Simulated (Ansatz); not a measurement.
# H_i (bond centre, by O) in CaO (Fm-3m): charge-transition levels and formation energies

Aim: at which Fermi levels does H_i (bond centre, by O) in CaO (Fm-3m) change its charge? The model is a cell of 54 host atoms with 1 H put in.

Calculated with Ansatz 0.2.0; place-levels on r2SCAN runs: charge-transition levels and formation energies with image-charge correction and potential alignment at the atomic sites; PAW set soft_1.

## 1. The structure

The cell holds 55 atoms: 27 Ca, 27 O and 1 H. Its edges and angles: a = 10.173 Å, b = 10.173 Å, c = 10.173 Å, α = 60.0°, β = 60.0°, γ = 60.0°. It derives from CaO (space group Fm-3m). Nearest the centre at fractional (0.417, 0.583, 0.583): H55 at 0.00 Å, O28 at 1.20 Å, Ca35 at 1.20 Å, Ca51 at 2.68 Å, Ca47 at 2.68 Å, Ca29 at 2.68 Å, Ca33 at 2.68 Å, O16 at 2.68 Å.

Structure file:

```xyz
55
Lattice="0.0000 7.1931 7.1931 7.1931 0.0000 7.1931 7.1931 7.1931 0.0000" Properties=species:S:1:pos:R:3 pbc="T T T"
Ca    0.0000    0.0000    0.0000
O     2.3977    2.3977    2.3977
Ca    2.3977    2.3977    0.0000
O     4.7954    4.7954    2.3977
Ca    4.7954    4.7954    0.0000
O     7.1931    7.1931    2.3977
Ca    2.3977    0.0000    2.3977
O     4.7954    2.3977    4.7954
Ca    4.7954    2.3977    2.3977
O     7.1931    4.7954    4.7954
Ca    7.1931    4.7954    2.3977
O     9.5908    7.1931    4.7954
Ca    4.7954    0.0000    4.7954
O     7.1931    2.3977    7.1931
Ca    7.1931    2.3977    4.7954
O     9.5908    4.7954    7.1931
Ca    9.5908    4.7954    4.7954
O    11.9885    7.1931    7.1931
Ca    0.0000    2.3977    2.3977
O     2.3977    4.7954    4.7954
Ca    2.3977    4.7954    2.3977
O     4.7954    7.1931    4.7954
Ca    4.7954    7.1931    2.3977
O     7.1931    9.5908    4.7954
Ca    2.3977    2.3977    4.7954
O     4.7954    4.7954    7.1931
Ca    4.7954    4.7954    4.7954
O     7.1931    7.1931    7.1931
Ca    7.1931    7.1931    4.7954
O     9.5908    9.5908    7.1931
Ca    4.7954    2.3977    7.1931
O     7.1931    4.7954    9.5908
Ca    7.1931    4.7954    7.1931
O     9.5908    7.1931    9.5908
Ca    9.5908    7.1931    7.1931
O    11.9885    9.5908    9.5908
Ca    0.0000    4.7954    4.7954
O     2.3977    7.1931    7.1931
Ca    2.3977    7.1931    4.7954
O     4.7954    9.5908    7.1931
Ca    4.7954    9.5908    4.7954
O     7.1931   11.9885    7.1931
Ca    2.3977    4.7954    7.1931
O     4.7954    7.1931    9.5908
Ca    4.7954    7.1931    7.1931
O     7.1931    9.5908    9.5908
Ca    7.1931    9.5908    7.1931
O     9.5908   11.9885    9.5908
Ca    4.7954    4.7954    9.5908
O     7.1931    7.1931   11.9885
Ca    7.1931    7.1931    9.5908
O     9.5908    9.5908   11.9885
Ca    9.5908    9.5908    9.5908
O    11.9885   11.9885   11.9885
H     8.3919    7.1931    7.1931
```

Known beforehand: the electronic dielectric constant, 3.85, and the static one, 16.67, computed on the host (DFPT, PBEsol, on the r2SCAN cell), and a cell off the functional's own equilibrium shifts the ionic part.

The cell's shortest repeat is 10.2 Å.

## 2. What was run first

A transition level is the Fermi level at which two charge states cost the same, so each charge needs its own total energy, at its own relaxed structure.

Random displacements of about 0.05 Å break the site symmetry at the start, so that the relaxation can reach a distorted minimum if there is one. Forces are taken at one point at (¼, ¼, ¼). The cell holds 1 electron more than the neutral one, with a uniform background that keeps it neutral on the whole.

The sampling was tested on the host first: at the k-points planned (1x1x1 shifted 0.25 0.25 0.25) its energy lies 0.005 eV an atom from the dense-mesh value, under the bound of 0.02 eV set for this test; that bounds the host's error, not the defect's.

One of the inputs; charge, spin and start change from state to state.

Contents of qm1.relax/input.yaml:

```yaml
crystal:
  lattice:
    - [0.0, 2.39769239, 2.39769239]
    - [2.39769239, 0.0, 2.39769239]
    - [2.39769239, 2.39769239, 0.0]
  atoms:
    - { symbol: Ca, position: [0.0, 0.0, 0.0] }
    - { symbol: O, position: [0.5, 0.5, 0.5] }
  supercell: [3, 3, 3]
  defects:
    - { interstitial: { symbol: H, position: [0.416667, 0.583333, 0.583333] } }
total_charge: -1
basis:
  ecutwfc: 500
  xc_grid: 2
hamiltonian:
  xc: r2scan
  pseudopotentials: { kind: paw, azcp: { folder: soft_1 } }
kpoints:
  mp_grid: { grid: [1, 1, 1], shift: [0.25, 0.25, 0.25] }
scf:
  occupations: { method: fixed }
  max_iter: 60
output:
  forces: true
  charged_corrections: { epsilon: 3.85, static_epsilon: 16.67 }
relax:
  f_tol: 0.02
  max_steps: 80
  random_displacement: { amplitude: 0.05, seed: 9169 }
checkpoint:
  write: "../qm1.relax.run"
  compress: false
  write_wavefunctions: true
  write_every: 100000
```

Run with:

```
> ansatz run input.yaml --threads 4 --pin off --max-ram 7536MiB --backend cpu --events-out ev --progress --plain --runs-dir out
```

Defect states can disperse in a cell of this size, so the energy is taken again at a 2×2×2 shifted mesh, on the relaxed structure.

The run of this state that the levels use, under r2SCAN:

Contents of qm1.point/input.yaml:

```yaml
crystal:
  checkpoint: "../qm1.relax.run"
  host: checkpoint
total_charge: -1
basis:
  ecutwfc: 500
  xc_grid: 2
hamiltonian:
  xc: r2scan
  pseudopotentials: { kind: paw, azcp: { folder: soft_1 } }
kpoints:
  mp_grid: { grid: [2, 2, 2], shift: [0.5, 0.5, 0.5] }
scf:
  occupations: { method: fermi_dirac, width: 0.01 }
  max_iter: 60
output:
  forces: true
  eigenvalues: true
  charged_corrections:
    epsilon: 3.85
    static_epsilon: 16.67
    defect_position: [0.416667, 0.583333, 0.583333]
  eigenstates: { localisation: true }
  populations: true
  band_densities: [{ bands: [v1, v1] }, { bands: [c1, c1] }]
  write_density: true
  write_potential: true
  volumetric_format: npy
  elf: true
checkpoint:
  read: "../qm1.relax.run"
  write: "../qm1.point.run"
  compress: false
  write_wavefunctions: false
  write_every: 100000
```

Relaxations under r2SCAN at one point at (¼, ¼, ¼); times on 4 threads of Arm Neoverse V1, shared host:

```tsv
charge	moment (μB)	occupations	outcome	steps	largest displacement against the far atoms (Å)	time
−1	0	fixed	converged	16	1.70	4.2 min
0	1	fixed	converged	15	1.69	10 min
+1	0	fixed	converged	10	1.02	2.9 min
```

Single points under r2SCAN at a 2×2×2 shifted mesh; times on 4 threads of Arm Neoverse V1, shared host:

```tsv
charge	moment (μB)	occupations	outcome	time
−1	0	fermi-dirac	converged	2 min
0	1	fermi-dirac	converged	4.6 min
+1	0	fermi-dirac	converged	2 min
```

Distances (Å) from H55 to the nearest atoms after relaxation with r2SCAN:

```tsv
charge	moment (μB)	1.	2.	3.	4.	5.	6.
−1	0	Ca 2.02	Ca 2.02	Ca 2.02	Ca 2.02	O 2.29	O 2.29
0	1	Ca 2.11	Ca 2.11	Ca 2.11	Ca 2.11	O 2.14	O 2.15
+1	0	O 0.96	Ca 2.18	Ca 2.18	Ca 2.18	O 2.58	O 2.59
```

## 3. Levels against the band edges, r2SCAN

A charged cell interacts with its images and the background, and its potential has another zero than the host's. place-levels removes the first by a point-charge model, screened by the static dielectric constant since the ions have relaxed around the charge, and the second by comparing potentials at atoms far from the defect.

The host is a run of the defect-free crystal in the same cutoffs, grids and k-points, so that basis and sampling errors cancel in part in the differences. The host is run in a cell of 2 atoms on a matching mesh. Its band edges are searched through the zone by a band path, so the gap is smaller than, or equal to, that on the mesh. Chemical potentials are energies per atom of H (H2 molecule), run with the same functional and cutoff.

Contents of levels.point.yaml:

```yaml
host:
  run: host.point.run
states: [qm1.point.run, q0_M1.point.run, qp1.point.run]
geometry_from:
  qm1.point.run: qm1.relax.run
  q0_M1.point.run: q0_M1.relax.run
  qp1.point.run: qp1.relax.run
chemical_potentials:
  H:
    energy: -15.945394
    dataset: "<sha256 of the dataset>"
epsilon: 3.85
static_epsilon: 16.67
vertical:
  - { from: qm1.point.run, to: qm1.point_neutral.run }
  - { from: qp1.point.run, to: qp1.point_neutral.run }
```

Run with:

```
> ansatz place-levels levels.point.yaml -- --threads 4 --pin off --max-ram 7536MiB
```

Numbers of over 12 decimals in the logs are rounded to 6 here.

Log:

```text
[... repeated set-up lines and file paths are left out, and long positions are rounded to six places ...]
(+1/0) 3.854 eV above the valence edge, 0.343 eV under the conduction edge; not on the lower envelope
(0/-1) 1.979 eV above the valence edge, 2.218 eV under the conduction edge; not on the lower envelope
(+1/-1) 2.917 eV above the valence edge, 1.281 eV under the conduction edge: charges between them are lowest nowhere
formation energy of charge +1: -1.051 eV with the Fermi level at the valence edge
formation energy of charge 0: +2.803 eV with the Fermi level at the valence edge
formation energy of charge -1: +4.783 eV with the Fermi level at the valence edge
vertical -1 to 0: no energy, since no alignment is typed
  the change from vertical[0].from (qm1.point.run) to vertical[0].to (qm1.point_neutral.run): by its potential at epsilon 3.85 it stands at 0.554 0.557 0.556, with an rms radius of about 1.8 Å (1.1 1.1 1.1 Å across the planes of the cell's vectors); [...]
vertical +1 to 0: no energy, since no alignment is typed
  the change from vertical[1].from (qp1.point.run) to vertical[1].to (qp1.point_neutral.run): by its potential at epsilon 3.85 it stands at 0.529 0.534 0.534, with an rms radius of about 5.4 Å (3.1 3.1 3.1 Å across the planes of the cell's vectors); [...]
  edges by r2scan, gap 4.197 eV; the host is sampled to repeats of 20.35 Å
  the defect's cells are sampled to repeats of 20.35 Å, like sampling
  charge +1: -64664.9637 eV with its correction of +0.186 eV, at epsilon 16.67, aligned at sites: +0.0487 eV, mean over 10 atomic sites at or beyond 5.09 Å from the defect at [0.4167, 0.5833, 0.5833], with +0.000000 for the charge's moments and without [...]
  charge 0: +0.000 eV for its dipole among its images, +0.000 omitted
  charge -1: -64644.2567 eV with its correction of +0.090 eV, at epsilon 16.67, aligned at sites: +0.0477 eV, mean over 10 atomic sites at or beyond 5.09 Å from the defect at [0.4167, 0.5833, 0.5833], with +0.000000 for the charge's moments and without [...]
  of states[2] (qp1.point.run): it parts from the run at its places by a charge that spreads by about 3.1 Å along one vector (1.4 Å or more is wide), by its potential at epsilon 3.85, taken for that of held ions (one typed too small widens it), where the cell [...]
  of states[1] (q0_M1.point.run): its alignment with the host at atomic sites is doubtful: the cell is too small to show whether the defect's potential has decayed: take a larger one; stability_check_not_made
  of states[0] (qm1.point.run): its alignment with the host at atomic sites is doubtful: the cell is too small to show whether the defect's potential has decayed: take a larger one
  of vertical[0].to (qm1.point_neutral.run): stability_check_not_made
  of vertical[1].from (qp1.point.run): it parts from the run at its places by a charge that spreads by about 3.1 Å along one vector (1.4 Å or more is wide), by its potential at epsilon 3.85, taken for that of held ions (one typed too small widens it), where [...]
  of vertical[1].to (qp1.point_neutral.run): its moments are held at its close (magnetization.spin_locking), by a field of 0.083 eV a Bohr magneton, and its energy and levels are of the state that this holds: a run that lets them go can end lower; [...]
```

It took 0.33 s on 4 threads of Arm Neoverse V1, shared host.

Under r2SCAN the gap is 4.20 eV, (+1/0) 3.85, (0/−1) 1.98 eV; the steps are inverted, so the lowest state changes at (+1/−1) 2.92 eV.

Levels between the charges placed, in eV above the valence top:

```tsv
	gap (eV)	(+1/0)	(0/−1)
r2SCAN	4.20	3.85	1.98
```

Corrections by state:

```tsv
charge	moment (μB)	image terms and alignment (eV)	band filling (eV)	ε used	over the lowest of its charge, as the program ranks them, band filling apart (eV)
+1	0.0	0.186	-	16.67	0.000
0	1.0	0.000	-	-	0.000
−1	0.0	0.090	-	16.67	0.000
```

The charged structures listed were also run neutral, and place-levels reads from each pair, by the potential or the spins, how wide the charge is by which they differ; that can be the carrier of either run.

```tsv
charge	rms radius (Å)	spread where it is widest against the cell (Å)	wide from (Å)	reading
+1	5.4	3.15	1.44	wide
−1	1.8	1.07	1.44	narrow
```

The neutral runs of these pairs need not share the spin of the lowest neutral state, and very wide values only mean spread over the cell.

From the program's caveats on the states, each cut to its opening words:

- charge +1: it parts from the run at its places by a charge that spreads by about 3.1 Å along one vector (1.4 Å or more is wide), by its potential at epsilon 3.85, taken [...]
- charge +1, 0 (1 μB), −1: its alignment with the host at atomic sites is doubtful: the cell is too small to show whether the defect's potential has decayed: take a larger one
- charge 0 (1 μB): flagged: stability check not made

The host's formation energy from the elements is -3.216 eV per atom; it sets how far the chemical potentials can move.

Limit set by the element alone; other compounds of these elements are not counted. Chemical potentials from the elements' reference states: Ca 0.00 eV, O -6.43 eV, H 0.00 eV. Formation energies (Ca-rich), with the Fermi level at the valence top and at the conduction bottom (gap 4.20 eV):

```tsv
charge	at valence top (eV)	at conduction bottom (eV)	correction included (eV)
+1	-1.05	3.15	0.19
0	2.80	2.80	0.00
−1	4.78	0.59	0.09
```

| Fermi level (eV) | lowest formation energy (eV) |
| --- | --- |
| 0.00 | -1.05 |
| 0.38 | -0.67 |
| 0.76 | -0.29 |
| 1.14 | 0.09 |
| 1.53 | 0.47 |
| 1.91 | 0.86 |
| 2.29 | 1.24 |
| 2.67 | 1.62 |
| 3.05 | 1.73 |
| 3.43 | 1.35 |
| 3.82 | 0.97 |
| 4.20 | 0.59 |

Limit set by the element alone; other compounds of these elements are not counted. Chemical potentials from the elements' reference states: O 0.00 eV, Ca -6.43 eV, H 0.00 eV. Formation energy by charge state (O-rich; gap 4.20 eV):

```tsv
charge	at valence top (eV)	at conduction bottom (eV)	correction included (eV)
+1	-1.05	3.15	0.19
0	2.80	2.80	0.00
−1	4.78	0.59	0.09
```

```csv
Fermi level (eV),lowest formation energy (eV)
0.00,-1.05
0.38,-0.67
0.76,-0.29
1.14,0.09
1.53,0.47
1.91,0.86
2.29,1.24
2.67,1.62
3.05,1.73
3.43,1.35
3.82,0.97
4.20,0.59
```

## 4. Effect of the sampling

The relaxations' own energies give the levels at their sampling, for comparison.

Contents of levels.relax_mesh.yaml:

```yaml
host:
  run: host.relax.run
states: [qm1.relax.run, q0_M1.relax.run, qp1.relax.run]
chemical_potentials:
  H:
    energy: -15.945394
    dataset: "<sha256 of the dataset>"
```

Run with:

```
> ansatz place-levels levels.relax_mesh.yaml -- --threads 4 --pin off --max-ram 7536MiB
```

Log:

```text
[...]
formation energy of charge +1: -1.051 eV with the Fermi level at the valence edge
formation energy of charge 0: +2.800 eV with the Fermi level at the valence edge
formation energy of charge -1: +4.731 eV with the Fermi level at the valence edge
  edges by r2scan, gap 4.183 eV; the host is sampled to repeats of 10.17 Å
[... the lines on each state left out ...]
```

Run time: 0.11 s. Hardware: 4 threads.

Levels between neighbouring charges, in eV above the valence top:

```tsv
	gap (eV)	(+1/0)	(0/−1)
one point at (¼, ¼, ¼)	4.18	3.85	1.93
a 2×2×2 shifted mesh	4.20	3.85	1.98
```

Going from one point at (¼, ¼, ¼) to a 2×2×2 shifted mesh moves the levels that carry no band-filling term by up to 0.05 eV and formation energies against the elements by up to 0.05 eV.

## 5. Levels against the band edges, PBEsol

PBEsol on the same structure is run to see how far the result rests on the functional, though not on the errors that semilocal functionals share; the sampling changes too, to one point at (¼, ¼, ¼), so differences hold both changes.

Contents of qm1.pbesol/input.yaml:

```yaml
crystal:
  checkpoint: "../qm1.relax.run"
  host: checkpoint
total_charge: -1
basis:
  ecutwfc: 420
  xc_grid: 2
hamiltonian:
  xc: pbesol
  pseudopotentials: { kind: paw, azcp: { folder: soft_1 }, xc_functional: pbe }
kpoints:
  mp_grid: { grid: [1, 1, 1], shift: [0.25, 0.25, 0.25] }
scf:
  occupations: { method: fermi_dirac, width: 0.01 }
  max_iter: 60
output:
  forces: true
  eigenvalues: true
  charged_corrections:
    epsilon: 3.85
    static_epsilon: 16.67
    defect_position: [0.416667, 0.583333, 0.583333]
checkpoint:
  write: "../qm1.pbesol.run"
  compress: false
  write_wavefunctions: false
  write_every: 100000
```

Elapsed: 20 s, on 4 threads; peak memory 1.4 GiB; 75 s of CPU time.

Contents of levels.pbesol.yaml:

```yaml
host:
  run: host.pbesol.run
states: [qm1.pbesol.run, q0_M1.pbesol.run, qp1.pbesol.run]
geometry_from:
  qm1.pbesol.run: qm1.relax.run
  q0_M1.pbesol.run: q0_M1.relax.run
  qp1.pbesol.run: qp1.relax.run
chemical_potentials:
  H:
    energy: -15.609228
    dataset: "<sha256 of the dataset>"
```

Run with:

```
> ansatz place-levels levels.pbesol.yaml -- --threads 4 --pin off --max-ram 7536MiB
```

Log:

```text
[...]
formation energy of charge +1: -0.999 eV with the Fermi level at the valence edge
formation energy of charge 0: +2.507 eV with the Fermi level at the valence edge
formation energy of charge -1: +4.188 eV with the Fermi level at the valence edge
  edges by pbesol, gap 3.535 eV; the host is sampled to repeats of 10.17 Å
[... the lines on each state left out ...]
```

The job ended after 0.18 s (4 threads).

Under PBEsol the gap is 3.53 eV, (+1/0) 3.51, (0/−1) 1.68 eV; the steps are inverted, so the lowest state changes at (+1/−1) 2.59 eV.

## 6. Another choice

In this try the input is made faulty on purpose, to show what that does.

Another version of the file is tried.

levels.try0.yaml is levels.point.yaml with these lines changed:

```diff
-states: [qm1.point.run, q0_M1.point.run, qp1.point.run]
+states: [qm1.relax.run, q0_M1.point.run, qp1.point.run]
-  qm1.point.run: qm1.relax.run
```

Run with:

```
> ansatz place-levels levels.try0.yaml -- --threads 4 --pin off --max-ram 7536MiB
```

Log:

```text
Error: states: the states of charge -1 and +0 were not made alike: the mesh or its shifts (kpoints.further_shifts), scf.occupations
```

The change: a state from another k-mesh.

The command refused this file.

## 7. Side by side

Levels between neighbouring charges, in eV above each run's own valence top:

```tsv
	gap (eV)	(+1/0)	(0/−1)	CPU time a state at this stage (restarts are quicker than cold starts)
r2SCAN, 2×2×2 shifted mesh	4.20	3.85	1.98	11 min
PBEsol on r2SCAN structures, (¼, ¼, ¼)	3.53	3.51	1.68	2 min
```

## 8. What came out

```yaml
gap_of_the_host: 4.20 eV (r2SCAN)
level_plus_1_over_0: 3.85 eV above the valence top, not a change between lowest states
level_0_minus_1: 1.98 eV above the valence top, not a change between lowest states
level_plus_1_minus_1: 2.92 eV above the valence top
lowest_of_the_charges_placed_just_above_the_valence_top_0p02_ev: +1
lowest_of_the_charges_placed_just_below_the_conduction_bottom_0p02_ev: −1
lowest_formation_energy_at_mid_gap_of_the_charges_run_ca_rich: 1.05 eV
lowest_formation_energy_at_mid_gap_of_the_charges_run_o_rich: 1.05 eV
```

What this shows: Of the charges placed (−1, 0 and +1), the lowest changes at 2.92 eV (+1/−1) above the valence top, in a gap of 4.20 eV. (+1/−1) passes over charge 0, which lies 0.94 eV above the two there; a lower structure or spin state of it, if missed, would change that. Charges above +1 and below −1 were not placed, so these runs say nothing of levels that involve them. States placed: +1 at 0 μB; 0 at 1 μB; −1 at 0 μB. Other spin states or structures, where not listed, weren't placed. At charge −1, 0 and +1 the atom put in ends up to 1.7 Å from its starting place, so the name tells the start alone and the levels can join different sites. H is taken at its element; compounds, which aren't counted here, bound the chemical potentials and would shift these formation energies. Going from one point at (¼, ¼, ¼) to a 2×2×2 shifted mesh moves the levels that carry no band-filling term by up to 0.05 eV and formation energies against the elements by up to 0.05 eV. The program doubts the alignment of potentials for at least one state, a sign that the cell is small. Keep in mind: r2SCAN makes the gap too small and tends to spread out bound carriers; where a gas molecule sets a chemical potential or the host's formation energy, its binding is uncorrected.

[Logs are printed without paths, hosts, clocks, repeated set-up lines and the standing remarks that a program may print on its own settings, such as how far it seeks lower states.]

[Hosts, paths, dates, database ids (printed as entryN), source tags and the programs' standing remarks are cut or masked in the printed files.]

[Where a table of states has a column of steps, it counts the stored structures, which are thinned; the runs took as many ionic steps or more.]

[A defect's name tells the site on which it was built; relaxed atoms can leave that site.]

[For some hosts the program warned that the k-mesh of the response run may be too coarse for force constants and the static dielectric constant; such warnings are not shown here.]
